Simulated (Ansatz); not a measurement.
## FeP: E(q) by the generalised Bloch theorem

Wanted: E(q) and the moments of FeP along a path through the zone.

Method: PBEsol, PAW set soft_1 (files made for PBE), in Ansatz 0.2.0.

**1. The structure**

The structure is orthorhombic, space group Pnma (No. 62). The conventional cell has a = 5.187 Å, b = 3.093 Å, c = 5.793 Å, α = 90.00°, β = 90.00°, γ = 90.00°. Fe has 6 P at 2.26 to 2.35 Å nearest. Nearest to P lie 6 Fe at 2.26 to 2.35 Å. Farther neighbours are not listed.

The cell of this run holds 8 atoms, 4 of them with a starting moment; values «a cell» refer to the cell of the run in question.

**2. Collinear start 1: ferro ++++**

The order that a run ends on hangs on its start, so several orders are typed and the lowest is carried on.

File input.yaml:

```yaml
crystal:
  lattice:
    - [5.187, 0.0, 0.0]
    - [0.0, 3.093, 0.0]
    - [0.0, 0.0, 5.793]
  atoms:
    - { symbol: Fe, position: [0.995, 0.75, 0.2], spin: 2.8 }
    - { symbol: Fe, position: [0.005, 0.25, 0.8], spin: 2.8 }
    - { symbol: Fe, position: [0.505, 0.25, 0.7], spin: 2.8 }
    - { symbol: Fe, position: [0.495, 0.75, 0.3], spin: 2.8 }
    - { symbol: P, position: [0.81, 0.75, 0.57] }
    - { symbol: P, position: [0.19, 0.25, 0.43] }
    - { symbol: P, position: [0.69, 0.25, 0.07] }
    - { symbol: P, position: [0.31, 0.75, 0.93] }
magnetization:
  spin_polarized: true
kpoints:
  mp_grid: { grid: [6, 10, 6] }
hamiltonian:
  xc: pbesol
  pseudopotentials: { kind: paw, azcp: { folder: soft_1 }, xc_functional: pbe }
scf:
  occupations: { method: fermi_dirac, width: 0.05 }
  max_iter: 120
  convergence: { dr2_threshold: 1.0e-08 }
  lower_state_search: "off"
output:
  write_density: true
  write_potential: true
  elf: true
  volumetric_format: npy
```

Started as:

```sh
$ ansatz run input.yaml --threads 2 --pin off --max-ram 5632MiB --backend cpu --events-out ev --progress --plain --runs-dir out
```

Numbers of over 12 decimals in the logs are rounded to 6 here.

Log:

```text
Engine: ansatz 0.2.0, aarch64-unknown-linux-gnu
Pseudopotentials: kind: paw
Pseudopotential: Fe, paw, valence charge 16, recommended cutoff 420 eV (normal), soft_1/Fe.paw.azcp
Pseudopotential: P, paw, valence charge 5, recommended cutoff 420 eV (normal), soft_1/P.paw.azcp
Functional definition: PBEsol
  exchange = pbesol_x
  correlation = pbesol_c
Crystal: 8 atoms, lattice volume = 92.939 Å³
Basis set: ecut = 420 eV, 1817 PW (Γ)
Bands: 58, of which v1, the nominal top of the filled ones, is band 42 counted from 1 (41 counted from 0)
Symmetry: 8 space group operations
Space group: Pnma (ITA 62), of the structure as read, at distance tolerance 4.5e-5 Å
Magnetic group: BNS 62.441 (UNI 539), of the structure as read, at distance tolerance 4.5e-5 Å
k-points: 96 of 360
Non-local potential: Fe, projectors of the file, l = 0: 3, l = 1: 2, l = 2: 3, l = 3: 1
Non-local potential: P, projectors of the file, l = 0: 2, l = 1: 2, l = 2: 1
PAW form: soft (Blöchl's): semilocal exchange-correlation on the pseudo side does not see the compensation charge
PAW frozen core: Fe, regenerated for the run's functional, and the local potential with it (the file was generated under x = pbe(κ = 0.804, μ = 0.219515), c = pbe(β = 0.066725))
PAW frozen core: P, regenerated for the run's functional, and the local potential with it (the file was generated under x = pbe(κ = 0.804, μ = 0.219515), c = pbe(β = 0.066725))
PAW one-centre angular grid: Fe, 590 points (default); XC on 64 Gauss nodes
PAW one-centre angular grid: P, 110 points (default); XC on 64 Gauss nodes
Initial density: superposition of atomic densities (chi_scale 0.1, normalization cell)
Starting moments: Σ|m| = 11.2 μB on 4 of 8 sites
Initial wavefunctions: pseudopotential atomic-orbital guess
Functional: x = pbesol(κ = 0.804, μ = 0.123457), c = pbesol(β = 0.046)
SCF iter   1: F=—  HF=-20760.048862 eV  |F-HF|=—  |Δ(HF+E_count)|=         —  Δρ=1.04e-1 (↑8.45e-2 ↓1.04e-1)  dr2=3.80e0  dr2_m=7.07e0  M=5.337 μB ∫|m|=6.749 μB  β_m=0.30  ethr=3.10e-3  ⟨swp⟩=6.9  Hψ=45006  notcnv=0  defer=31
preconditioner: auto → Kerker (q_TF=auto, 2.683 Å⁻¹)  [metal: Δε(μ)=0.001 eV  Ē_g=8.657 eV  σ=0.050 eV  W_gap=0.01  n_scr=38 (ndim 8)  ℏωp=27.8 eV  f_vac=0.000  D(μ)=7.99/eV (n_scr^D=90)]
spin=Collinear: Kerker preconditioning applied to the charge; magnetization (m = ρ↑ − ρ↓) channel mixes plain (no charge-response kernel on spin).
SCF iter   2: F=—  HF=-20760.303296 eV  |F-HF|=—  |Δ(HF+E_count)|=   2.54e-1  Δρ=8.40e-2 (↑8.40e-2 ↓6.94e-2)  dr2=1.39e0  dr2_m=4.68e0  M=4.900 μB ∫|m|=6.339 μB  β_m=0.30  ethr=3.10e-3  ⟨swp⟩=2.0  Hψ=14580  notcnv=0  defer=1142
SCF iter   3: F=—  HF=-20760.457868 eV  |F-HF|=—  |Δ(HF+E_count)|=   1.55e-1  Δρ=6.47e-2 (↑6.47e-2 ↓6.39e-2)  dr2=7.75e-1  dr2_m=3.37e0  M=4.375 μB ∫|m|=5.845 μB  β_m=0.30  ethr=1.65e-3  ⟨swp⟩=2.2  Hψ=12178  notcnv=0  defer=1142
SCF iter   4: F=—  HF=-20760.528312 eV  |F-HF|=—  |Δ(HF+E_count)|=   7.04e-2  Δρ=5.16e-2 (↑5.16e-2 ↓4.88e-2)  dr2=5.07e-2  dr2_m=2.13e0  M=4.128 μB ∫|m|=5.539 μB  β_m=0.30  ethr=9.22e-4  ⟨swp⟩=2.3  Hψ=17035  notcnv=0  defer=1142
SCF iter   5: F=—  HF=-20760.728564 eV  |F-HF|=—  |Δ(HF+E_count)|=   2.00e-1  Δρ=4.54e-2 (↑4.42e-2 ↓4.54e-2)  dr2=1.54e-2  dr2_m=1.70e0  M=3.713 μB ∫|m|=5.088 μB  β_m=0.30  ethr=6.04e-5  ⟨swp⟩=2.3  Hψ=18512  notcnv=0  defer=1133
SCF iter   6: F=—  HF=-20760.887069 eV  |F-HF|=—  |Δ(HF+E_count)|=   1.59e-1  Δρ=3.97e-2 (↑3.94e-2 ↓3.97e-2)  dr2=1.50e-3  dr2_m=1.33e0  M=3.381 μB ∫|m|=4.694 μB  β_m=0.30  ethr=1.83e-5  ⟨swp⟩=2.0  Hψ=16749  notcnv=0  defer=1133
SCF iter   7: F=—  HF=-20761.011516 eV  |F-HF|=—  |Δ(HF+E_count)|=   1.24e-1  Δρ=3.60e-2 (↑3.50e-2 ↓3.60e-2)  dr2=4.60e-3  dr2_m=1.07e0  M=3.072 μB ∫|m|=4.315 μB  β_m=0.30  ethr=1.78e-6  ⟨swp⟩=2.2  Hψ=19349  notcnv=0  defer=1133
SCF iter   8: F=—  HF=-20761.109314 eV  |F-HF|=—  |Δ(HF+E_count)|=   9.78e-2  Δρ=3.23e-2 (↑3.14e-2 ↓3.23e-2)  dr2=5.13e-3  dr2_m=8.60e-1  M=2.807 μB ∫|m|=3.974 μB  β_m=0.30  ethr=1.78e-6  ⟨swp⟩=2.1  Hψ=19208  notcnv=0  defer=1133
SCF iter   9: F=—  HF=-20761.188903 eV  |F-HF|=—  |Δ(HF+E_count)|=   7.96e-2  Δρ=2.93e-2 (↑2.81e-2 ↓2.93e-2)  dr2=1.13e-2  dr2_m=6.95e-1  M=2.566 μB ∫|m|=3.659 μB  β_m=0.30  ethr=1.78e-6  ⟨swp⟩=2.1  Hψ=18249  notcnv=0  defer=1133
SCF iter  10: F=—  HF=-20761.248604 eV  |F-HF|=—  |Δ(HF+E_count)|=   5.97e-2  Δρ=2.54e-2 (↑2.49e-2 ↓2.54e-2)  dr2=4.47e-3  dr2_m=5.35e-1  M=2.386 μB ∫|m|=3.400 μB  β_m=0.30  ethr=1.78e-6  ⟨swp⟩=2.5  Hψ=19936  notcnv=0  defer=1133
[...]
spin-set hold released at iteration 12 (site moments contracting): the magnetisation degrees of freedom join the quasi-Newton model from the next iteration; the mixer history was flushed
[...]
SCF iter  14: F=—  HF=-20761.417336 eV  |F-HF|=—  |Δ(HF+E_count)|=   5.86e-2  Δρ=8.52e-3 (↑3.59e-3 ↓8.52e-3)  dr2=2.18e-2  dr2_m=3.06e-2  M=1.794 μB ∫|m|=2.326 μB  β_m=0.47  ethr=1.78e-6  ⟨swp⟩=2.9  Hψ=21809  notcnv=0  defer=1128
SCF iter  15: F=—  HF=-20761.423145 eV  |F-HF|=—  |Δ(HF+E_count)|=   5.81e-3  Δρ=1.49e-3 (↑1.49e-3 ↓1.28e-3)  dr2=8.24e-4  dr2_m=1.11e-3  M=1.676 μB ∫|m|=2.048 μB  β_m=0.73  ethr=1.78e-6  ⟨swp⟩=2.5  Hψ=21397  notcnv=0  defer=1128
SCF iter  16: F=—  HF=-20761.423774 eV  |F-HF|=—  |Δ(HF+E_count)|=   6.29e-4  Δρ=6.70e-4 (↑6.70e-4 ↓5.59e-4)  dr2=7.94e-5  dr2_m=2.80e-4  M=1.678 μB ∫|m|=2.046 μB  β_m=0.87  ethr=9.81e-7  ⟨swp⟩=1.7  Hψ=12732  notcnv=0  defer=1130
SCF iter  17: F=—  HF=-20761.424016 eV  |F-HF|=—  |Δ(HF+E_count)|=   2.42e-4  Δρ=1.48e-4 (↑1.48e-4 ↓1.21e-4)  dr2=1.25e-5  dr2_m=7.66e-6  M=1.664 μB ∫|m|=2.011 μB  β_m=0.85  ethr=9.45e-8  ⟨swp⟩=2.1  Hψ=17911  notcnv=0  defer=1130
SCF iter  18: F=—  HF=-20761.424017 eV  |F-HF|=—  |Δ(HF+E_count)|=   1.38e-6  Δρ=4.94e-5 (↑3.93e-5 ↓4.94e-5)  dr2=3.44e-6  dr2_m=6.27e-7  M=1.661 μB ∫|m|=2.007 μB  β_m=0.93  ethr=1.49e-8  ⟨swp⟩=2.3  Hψ=17027  notcnv=0  defer=1130
SCF iter  19: F=—  HF=-20761.424017 eV  |F-HF|=—  |Δ(HF+E_count)|=   6.36e-8  Δρ=6.86e-6 (↑6.86e-6 ↓5.82e-6)  dr2=1.97e-8  dr2_m=2.36e-8  M=1.661 μB ∫|m|=2.007 μB  β_m=0.91  ethr=4.10e-9  ⟨swp⟩=2.1  Hψ=12669  notcnv=0  defer=1130
SCF iter  20: F=—  HF=-20761.424017 eV  |F-HF|=—  |Δ(HF+E_count)|=   1.99e-8  Δρ=4.90e-6 (↑4.90e-6 ↓4.74e-6)  dr2=6.81e-8  dr2_m=8.99e-10  M=1.661 μB ∫|m|=2.007 μB  β_m=0.96  ethr=1.19e-11  ⟨swp⟩=9.8  Hψ=41955  notcnv=0
iter 21 met the thresholds in force, and the SCF goes on: an eigenvalue changes by 0.24 meV, over its tolerance of 0.16 meV (output.eigenvalues, Limitations)
SCF iter  21: F=-20761.424017 eV  HF=-20761.424017 eV  |F-HF|=7.50e-9  |Δ(HF+E_count)|=   6.55e-9  Δρ=2.01e-6 (↑9.66e-7 ↓2.01e-6)  dr2=5.96e-9  dr2_m=3.48e-10  M=1.661 μB ∫|m|=2.007 μB  β_m=0.82  ethr=1.19e-11  ⟨swp⟩=1.0  Hψ=24437  notcnv=0
SCF iter  22: F=-20761.424017 eV  HF=-20761.424017 eV  |F-HF|=6.51e-10  |Δ(HF+E_count)|=   1.07e-9  Δρ=4.74e-7 (↑4.74e-7 ↓4.44e-7)  dr2=7.00e-10  dr2_m=8.40e-12  M=1.661 μB ∫|m|=2.007 μB  ethr=7.09e-12  ⟨swp⟩=1.0  Hψ=26347  notcnv=0
SCF 1 converged in 22 iterations: F = -20761.424017 eV  dr2 = 7.00e-10
  greatest PAW one-centre occupation: 1.000 electrons in one spin orbital (limit 2), on the Fe atom at site 1 (counted from 0), in its partial waves of l = 1
SCF converged after 22 iterations
an eigenvalue changed by more than its tolerance at an iteration that met the thresholds in force, so the SCF went on 1 time: the last check found none over its tolerance
Magnetization: 1.6610 μB (42.8305 up, 41.1695 down)
Absolute magnetization: 2.0072 μB (∫|ρ↑−ρ↓|, with the PAW one-centre terms)
Spin contamination: 0.0287 ħ² per cell (⟨S²⟩ above its minimum at these occupations)
Per-site moments (μB) at R_I (Å): [(0.439753, 0.933024), (0.439753, 0.933024), (0.439753, 0.933024), (0.439753, 0.933024), (-0.021020, 0.933024), (-0.021020, 0.933024), (-0.021020, 0.933024), (-0.021020, 0.933024)]
Free energy (F): -20761.424017 eV
Harris-Foulkes:  -20761.424017 eV  (|F-HF|=6.51e-10)
Internal energy: -20761.390964 eV  (E = F + TS)
E sigma→0 (E₀):  -20761.407491 eV
Entropy (-TS):   -0.033053 eV (-4.132 meV/atom)
Fermi energy:    16.068856 eV
--- Per-component energies (eV) ---
  E_band       = -836.546954
  E_kinetic    = 1629.302820
  E_local      = -10754.431253  (includes V_loc(G=0)·N_el)
  E_nonlocal   = 1284.577281
  E_hartree    = 4579.035219
  E_xc         = -741.071387
  E_vxc        = -828.487209  (∫ρ·V_xc dr)
  E_paw        = -7572.972957  (= ΣΔE_a)
  E_vpaw       = -1325.571760  (= ΣTr[D̂ρ^β])
  E_aug_tail   = -0.003858  (compensation charges beyond the density's cutoff)
  E_ewald      = -9186.728022
  E_core_change = 0.901192  (= ΣΔE_core)
  E_smearing   = -0.033053  (= −TS)
  E_closure    = 0.000000  (closes the sum)
  Σ components = -20761.424017   (vs F -20761.424017, Δ=0.00e0)
--- Band table (eV; the first three rows and the last of 192) ---
  k-point 0 ↑: bands = [... 38 lower, 15.0520, 15.2715, 15.2738, 15.6316, 15.6897, 16.2994, 17.4382, 17.5633, ... 12 higher]
  k-point 1 ↑: bands = [... 38 lower, 14.8547, 15.2653, 15.5124, 15.5692, 15.9541, 16.3614, 17.3766, 17.6421, ... 12 higher]
  k-point 2 ↑: bands = [... 38 lower, 14.7833, 15.3059, 15.3240, 15.4846, 16.5378, 16.6851, 17.1149, 17.8991, ... 12 higher]
  k-point 95 ↓: bands = [... 38 lower, 15.4748, 15.4748, 16.3505, 16.3505, 16.3505, 16.3505, 18.2830, 18.2830, ... 12 higher]
```

Elapsed: 73 s, on 2 threads of Arm Neoverse V1, shared host; peak memory 0.83 GiB; 2.4 min of CPU time.

The column dr2 measures how far the density is from self-consistency, as an energy; F and HF (Harris–Foulkes) agree once it is small.

It ends ferromagnetic, with 0.440 μB on the largest site.

**3. Collinear start 2: antiferro ++--**

input.yaml, the sections that differ from step 2:

```yaml
crystal:
  lattice:
    - [5.187, 0.0, 0.0]
    - [0.0, 3.093, 0.0]
    - [0.0, 0.0, 5.793]
  atoms:
    - { symbol: Fe, position: [0.995, 0.75, 0.2], spin: 2.8 }
    - { symbol: Fe, position: [0.005, 0.25, 0.8], spin: 2.8 }
    - { symbol: Fe, position: [0.505, 0.25, 0.7], spin: -2.8 }
    - { symbol: Fe, position: [0.495, 0.75, 0.3], spin: -2.8 }
    - { symbol: P, position: [0.81, 0.75, 0.57] }
    - { symbol: P, position: [0.19, 0.25, 0.43] }
    - { symbol: P, position: [0.69, 0.25, 0.07] }
    - { symbol: P, position: [0.31, 0.75, 0.93] }
# magnetization, kpoints, hamiltonian, scf: as in step 2
# output: removed
```

Log:

```text
[...]
Crystal: 8 atoms, lattice volume = 92.939 Å³
Basis set: ecut = 420 eV, 1817 PW (Γ)
Bands: 58, of which v1, the nominal top of the filled ones, is band 42 counted from 1 (41 counted from 0)
Symmetry: 4 space group operations
[...]
k-points: 120 of 360
[...]
Starting moments: Σ|m| = 11.2 μB on 4 of 8 sites
[...]
Per-site moments (μB) at R_I (Å): [(0.599108, 0.933024), (0.599108, 0.933024), (-0.599109, 0.933024), (-0.599109, 0.933024), (-0.00379174, 0.933024), (-0.00379174, 0.933024), (0.00379138, 0.933024), (0.00379138, 0.933024)]
Free energy (F): -20761.464176 eV
[...]
Internal energy: -20761.439335 eV  (E = F + TS)
E sigma→0 (E₀):  -20761.451755 eV
Entropy (-TS):   -0.024841 eV (-3.105 meV/atom)
Fermi energy:    16.070702 eV
[...]
[key lines of the parts left out:]
SCF converged after 20 iterations
Magnetization: -0.0000 μB (42.0000 up, 42.0000 down)
```

The job ended after 66 s (2 threads; peak memory 0.98 GiB).

It ends antiferromagnetic, with 0.599 μB on the largest site.

**4. Collinear start 3: antiferro +-+-**

input.yaml: that of step 3 with these lines changed.

```diff
@@ -7,4 +7,4 @@
     - { symbol: Fe, position: [0.995, 0.75, 0.2], spin: 2.8 }
-    - { symbol: Fe, position: [0.005, 0.25, 0.8], spin: 2.8 }
-    - { symbol: Fe, position: [0.505, 0.25, 0.7], spin: -2.8 }
+    - { symbol: Fe, position: [0.005, 0.25, 0.8], spin: -2.8 }
+    - { symbol: Fe, position: [0.505, 0.25, 0.7], spin: 2.8 }
     - { symbol: Fe, position: [0.495, 0.75, 0.3], spin: -2.8 }
```

Log:

```text
[...]
Crystal: 8 atoms, lattice volume = 92.939 Å³
Basis set: ecut = 420 eV, 1817 PW (Γ)
Bands: 58, of which v1, the nominal top of the filled ones, is band 42 counted from 1 (41 counted from 0)
Symmetry: 4 space group operations
[...]
k-points: 96 of 360 (time reversal used)
[...]
Starting moments: Σ|m| = 11.2 μB on 4 of 8 sites
[...]
Per-site moments (μB) at R_I (Å): [(0.682009, 0.933024), (-0.682008, 0.933024), (0.682009, 0.933024), (-0.682008, 0.933024), (0.000163285, 0.933024), (-0.000163418, 0.933024), (0.000163285, 0.933024), (-0.000163418, 0.933024)]
Free energy (F): -20761.486311 eV
[...]
Internal energy: -20761.468264 eV  (E = F + TS)
E sigma→0 (E₀):  -20761.477287 eV
Entropy (-TS):   -0.018047 eV (-2.256 meV/atom)
Fermi energy:    16.012417 eV
[...]
[key lines of the parts left out:]
SCF converged after 23 iterations
Magnetization: 0.0000 μB (42.0000 up, 42.0000 down)
```

The job ended after 1.8 min (2 threads; peak memory 0.86 GiB; 3.6 min of CPU time).

It ends antiferromagnetic, with 0.682 μB on the largest site.

**5. The collinear states**

```
   typed order  atoms        final state  energy (meV/atom)  largest moment (μB)
    ferro ++++      8      ferromagnetic               7.79                 0.44
antiferro ++--      8  antiferromagnetic               2.77                 0.60
antiferro +-+-      8  antiferromagnetic               0.00                 0.68
```

The session goes on from the lowest state with moments found, typed antiferro +-+-.

Spin moment in the atom's sphere by atom:

```
atom  spin moment in the atom's sphere (μB)
 Fe1                                  0.682
 Fe2                                 -0.682
 Fe3                                  0.682
 Fe4                                 -0.682
  P5                                  0.000
  P6                                  0.000
  P7                                  0.000
  P8                                  0.000
```

Tables count atoms from 1; parts of the log count from 0.

**6. Denser mesh**

Levels at the Fermi energy are partly filled, so moments and energy differences can hang on the k-mesh, and the state is solved again on a denser one.

input.yaml, the sections that differ from step 4:

```yaml
crystal:
  lattice:
    - [5.187, 0.0, 0.0]
    - [0.0, 3.093, 0.0]
    - [0.0, 0.0, 5.793]
  atoms:
    - { symbol: Fe, position: [0.995, 0.75, 0.2], spin: 0.68 }
    - { symbol: Fe, position: [0.005, 0.25, 0.8], spin: -0.68 }
    - { symbol: Fe, position: [0.505, 0.25, 0.7], spin: 0.68 }
    - { symbol: Fe, position: [0.495, 0.75, 0.3], spin: -0.68 }
    - { symbol: P, position: [0.81, 0.75, 0.57] }
    - { symbol: P, position: [0.19, 0.25, 0.43] }
    - { symbol: P, position: [0.69, 0.25, 0.07] }
    - { symbol: P, position: [0.31, 0.75, 0.93] }
kpoints:
  mp_grid: { grid: [8, 12, 7] }
basis:
  ecutwfc: 420.0
checkpoint:
  read: start
  write: ck
  compress: false
  write_wavefunctions: false
  write_every: 100000
# magnetization, hamiltonian, scf: as in step 4
```

Started as:

```sh
$ ansatz run input.yaml --threads 4 --pin off --max-ram 11264MiB --backend cpu --events-out ev --progress --plain --runs-dir out
```

Log:

```text
[...]
Per-site moments (μB) at R_I (Å): [(0.680688, 0.933024), (-0.680687, 0.933024), (0.680688, 0.933024), (-0.680687, 0.933024), (0.000174701, 0.933024), (-0.000174762, 0.933024), (0.000174701, 0.933024), (-0.000174762, 0.933024)]
Free energy (F): -20761.486252 eV
[...]
Internal energy: -20761.467784 eV  (E = F + TS)
E sigma→0 (E₀):  -20761.477018 eV
Entropy (-TS):   -0.018469 eV (-2.309 meV/atom)
Fermi energy:    16.013046 eV
[...]
[key lines of the parts left out:]
SCF converged after 7 iterations
Magnetization: 0.0000 μB (42.0000 up, 42.0000 down)
```

Run time: 34 s. Hardware: 4 threads; peak memory 1.1 GiB.

Spin moment in the atom's sphere by atom:

```
atom  spin moment in the atom's sphere (μB)
 Fe1                                  0.681
 Fe2                                 -0.681
 Fe3                                  0.681
 Fe4                                 -0.681
  P5                                  0.000
  P6                                  0.000
  P7                                  0.000
  P8                                  0.000
```

The run ends antiferromagnetic, with a net moment of 0 μB a cell.

Each spiral starts from these moments, tilted 90° from the rotation axis z (a flat spiral); sizes are free, while the program holds flat spirals in their plane. Spin–orbit coupling is switched off, so the energy does not depend on how the axis lies in the crystal. The folder named start holds the saved collinear state, from which each run begins.

The runs on spinors take the mesh 8×12×8.

(Part 1 of 2 ends here.)

[Logs and program files are shortened in this print: banners, set-up blocks, solver, clock and traceback lines can be left out without a mark of their own.]

[Logs are printed without paths, hosts, clocks, repeated set-up lines and the standing remarks that a program may print on its own settings, such as how far it seeks lower states.]

[Hosts, paths, dates, database ids (printed as entryN), source tags and the programs' standing remarks are cut or masked in the printed files.]
